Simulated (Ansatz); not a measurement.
# The perfect Cu wire along [110], 8 atoms a period, part 2 of 2

What gap, if any, does the Cu wire along [110], 8 atoms a period have, and how many channels would it open?

Ansatz 0.2.0; DFT PBE, plane waves, PAW; relaxation of a wire's period; PAW set soft_1 (the session's first sound run).

So far: The structure; The relaxed wire.

## Step 2: The relaxed wire (continued)

Relaxation path:

| step | energy less that of the first step (eV) | largest force component (eV/Å) | pressure (GPa) | volume (Å³) |
| --- | --- | --- | --- | --- |
| 1 | 0.0000 | 0.6602 | -2.72 | 319.49 |
| 2 | -0.2841 | 0.3730 | -1.38 | 313.86 |
| 3 | -0.3760 | 0.1673 | 0.59 | 306.38 |
| 4 | -0.3936 | 0.1483 | 0.09 | 306.34 |
| 5 | -0.3981 | 0.0761 | 0.03 | 306.79 |
| 6 | -0.3996 | 0.0052 | -0.07 | 306.96 |
| 7* | -0.3956 | 0.0052 | -0.07 | 306.96 |

Relaxation steps marked * repeat the geometry before them on a plane-wave basis chosen anew for their cell, so energy and pressure can jump there.

Forces are held to the 8 operations that the run works with; a distortion that breaks them can't arise in this run.

| cell as run | before | after | change |
| --- | --- | --- | --- |
| c (Å) | 2.567 | 2.466 | -3.9 % |

The atoms that moved most (Å, along periodic axes as changes of fractional coordinates times the final cell, across vacuum about the mean position):

```
atom      dx      dy     dz  length
 Cu7  -0.059  -0.178  0.000   0.188
 Cu8   0.059  -0.178  0.000   0.188
 Cu1  -0.059   0.178  0.000   0.188
 Cu3   0.059   0.178  0.000   0.188
 Cu5   0.000  -0.084  0.000   0.084
 Cu6   0.000   0.084  0.000   0.084
 Cu2   0.044   0.000  0.000   0.044
 Cu4  -0.044   0.000  0.000   0.044
```

Final coordinates:

```cif
data_structure
_symmetry_space_group_name_H-M 'P 1'
_symmetry_Int_Tables_number 1
_cell_length_a 10.4300
_cell_length_b 11.9340
_cell_length_c 2.4661
_cell_angle_alpha 90.000
_cell_angle_beta 90.000
_cell_angle_gamma 90.000
_cell_volume 306.96
loop_
_atom_site_label
_atom_site_type_symbol
_atom_site_fract_x
_atom_site_fract_y
_atom_site_fract_z
_atom_site_occupancy
Cu1 Cu 0.32029 0.29983 0.00000 1
Cu2 Cu 0.33023 0.49998 0.00000 1
Cu3 Cu 0.67971 0.29983 0.00000 1
Cu4 Cu 0.66977 0.49998 0.00000 1
Cu5 Cu 0.50000 0.38543 0.50000 1
Cu6 Cu 0.50000 0.61453 0.50000 1
Cu7 Cu 0.32029 0.70014 0.00000 1
Cu8 Cu 0.67971 0.70014 0.00000 1
```

This step gave:

```
energy at zero smearing    : -52995.4529 eV
cell length along the wire : 2.466 Å
```

The cell's length comes to 2.466 Å with spin left out.

## Step 3: The perfect wire

This step: DFT PBE, plane waves, PAW; bands of a perfect wire; PAW set soft_1 (Ansatz 0.2.0).

At the relaxed period the bands are computed along the axis; those that cross an energy going forward count the channels that a perfect wire would open there.

input.yaml reads:

```yaml
crystal:
  lattice:
    - [10.43, 0.0, 0.0]
    - [0.0, 11.934, 0.0]
    - [0.0, 0.0, 2.4660854392]
  atoms:
    - { symbol: Cu, position: [0.320287184, 0.299827543, 0.0] }
    - { symbol: Cu, position: [0.330228125, 0.499983041, 0.0] }
    - { symbol: Cu, position: [0.679712816, 0.299827543, 0.0] }
    - { symbol: Cu, position: [0.669771875, 0.499983041, 0.0] }
    - { symbol: Cu, position: [0.5, 0.385433368, 0.5] }
    - { symbol: Cu, position: [0.5, 0.614532715, 0.5] }
    - { symbol: Cu, position: [0.320287184, 0.70013854, 0.0] }
    - { symbol: Cu, position: [0.679712816, 0.70013854, 0.0] }
kpoints:
  mp_grid: { grid: [1, 1, 33] }
  band_path: { path: ["Γ", Z], npoints: 90 }
scf:
  occupations: { method: fermi_dirac, width: 0.05 }
hamiltonian:
  xc: pbe
  pseudopotentials: { kind: paw, azcp: { folder: soft_1 } }
output:
  dos: { e_range: [-5, 4] }
  write_potential: true
  write_density: true
  volumetric_format: npy
```

On the command line:

```console
> ansatz run input.yaml --threads 4 --pin off --max-ram 16384MiB --backend cpu --events-out ev --progress --plain --runs-dir out
```

Numbers of over 12 decimals in the logs are rounded to 6 here.

What it wrote:

```text
[...]
Crystal: 8 atoms, lattice volume = 306.958 Å³
Basis set: ecut = 420 eV, 5985 PW (Γ)
Bands: 92, of which v1, the nominal top of the filled ones, is band 76 counted from 1 (75 counted from 0)
Symmetry: 8 space group operations
[...]
k-points: 17 of 33
[...]
SCF iter   1: F=—  HF=-53000.466291 eV  |F-HF|=—  |Δ(HF+E_count)|=         —  Δρ=1.16e-1  dr2=2.62e1  ethr=3.10e-3  ⟨swp⟩=6.9  Hψ=6204  notcnv=0  defer=23
[...]
SCF iter  12: F=-52995.464735 eV  HF=-52995.464735 eV  |F-HF|=5.23e-8  |Δ(HF+E_count)|=   2.16e-8  Δρ=5.03e-6  dr2=5.11e-8  ethr=6.58e-11  ⟨swp⟩=2.8  Hψ=4357  notcnv=0
SCF 1 converged in 12 iterations: F = -52995.464735 eV  dr2 = 5.11e-8
[...]
NSCF: frozen V_eff on 91 k-points
WARN: The output density's exchange-correlation potential varies sharply where the density is thin. Do not read a vacuum level from v_tot or v_xc, or from such a field of the output density. On a cell that repeats whose density bears no net charge and no dipole along the vacuum's axis use v_es (v_loc + v_h of the components); under efield.dipole_correction with no amplitude use v_es + v_field, which holds any externa [...]
SCF converged after 12 iterations
Free energy (F): -52995.464735 eV
[...]
Internal energy: -52995.445799 eV  (E = F + TS)
E sigma→0 (E₀):  -52995.455267 eV
Entropy (-TS):   -0.018936 eV (-2.367 meV/atom)
Fermi energy:    2.188610 eV
[...]
--- Band table (eV; the first three rows and the last of 17) ---
  k-point 0: bands = [... 72 lower, 0.8006, 0.8168, 0.8612, 0.8825, 1.1081, 1.6489, 2.2916, 2.5690, ... 12 higher]
  k-point 1: bands = [... 72 lower, 0.7842, 0.8082, 0.8548, 0.8622, 1.1359, 1.6834, 2.3201, 2.5991, ... 12 higher]
  k-point 2: bands = [... 72 lower, 0.7651, 0.7851, 0.8086, 0.8382, 1.2109, 1.7800, 2.4017, 2.6862, ... 12 higher]
  k-point 16: bands = [... 72 lower, 2.4309, 2.8632, 3.0361, 3.5885, 4.3093, 4.8333, 5.4240, 5.8829, ... 12 higher]
```

It took 36 s on 4 threads of Arm Neoverse V1, shared host; peak memory 1.5 GiB.

The column dr2 measures how far the density is from self-consistency, as an energy; F and HF (Harris–Foulkes) agree once it is small.

This step gave:

* energy at zero smearing: -52995.4553 eV
* band gap: 0 eV

Electronic bands along the path, in eV, zero at the Fermi level:

```csv
point,band 73,band 74,band 75,band 76,band 77,band 78,band 79,band 80
Γ,-1.39,-1.37,-1.33,-1.31,-1.08,-0.54,0.10,0.38
halfway,-1.46,-1.45,-1.36,-0.69,0.11,1.04,1.53,1.95
Z,0.50,0.58,0.72,1.64,1.88,2.72,3.29,3.64
```

Between Γ and Z the bands cross the Fermi level 6 times, so a perfect wire would conduct at least 6 G₀, with spin left out.

## Step 4: What came out

```json
{"cell length, PBE": "2.466 Å", "ballistic conductance by band crossings, a lower bound, PBE": "6 G₀"}
```

What this shows: Under PBE the cell's length is 2.47 Å, and the bands cross the Fermi level 6 times between Γ and Z, which gives a perfect wire at least 6 G₀ (opposite crossings within one step of the path cancel in such a count).

[Logs are printed without paths, hosts, clocks, repeated set-up lines and the standing remarks that a program may print on its own settings, such as how far it seeks lower states.]

[Hosts, paths, dates, database ids (printed as entryN), source tags and the programs' standing remarks are cut or masked in the printed files.]
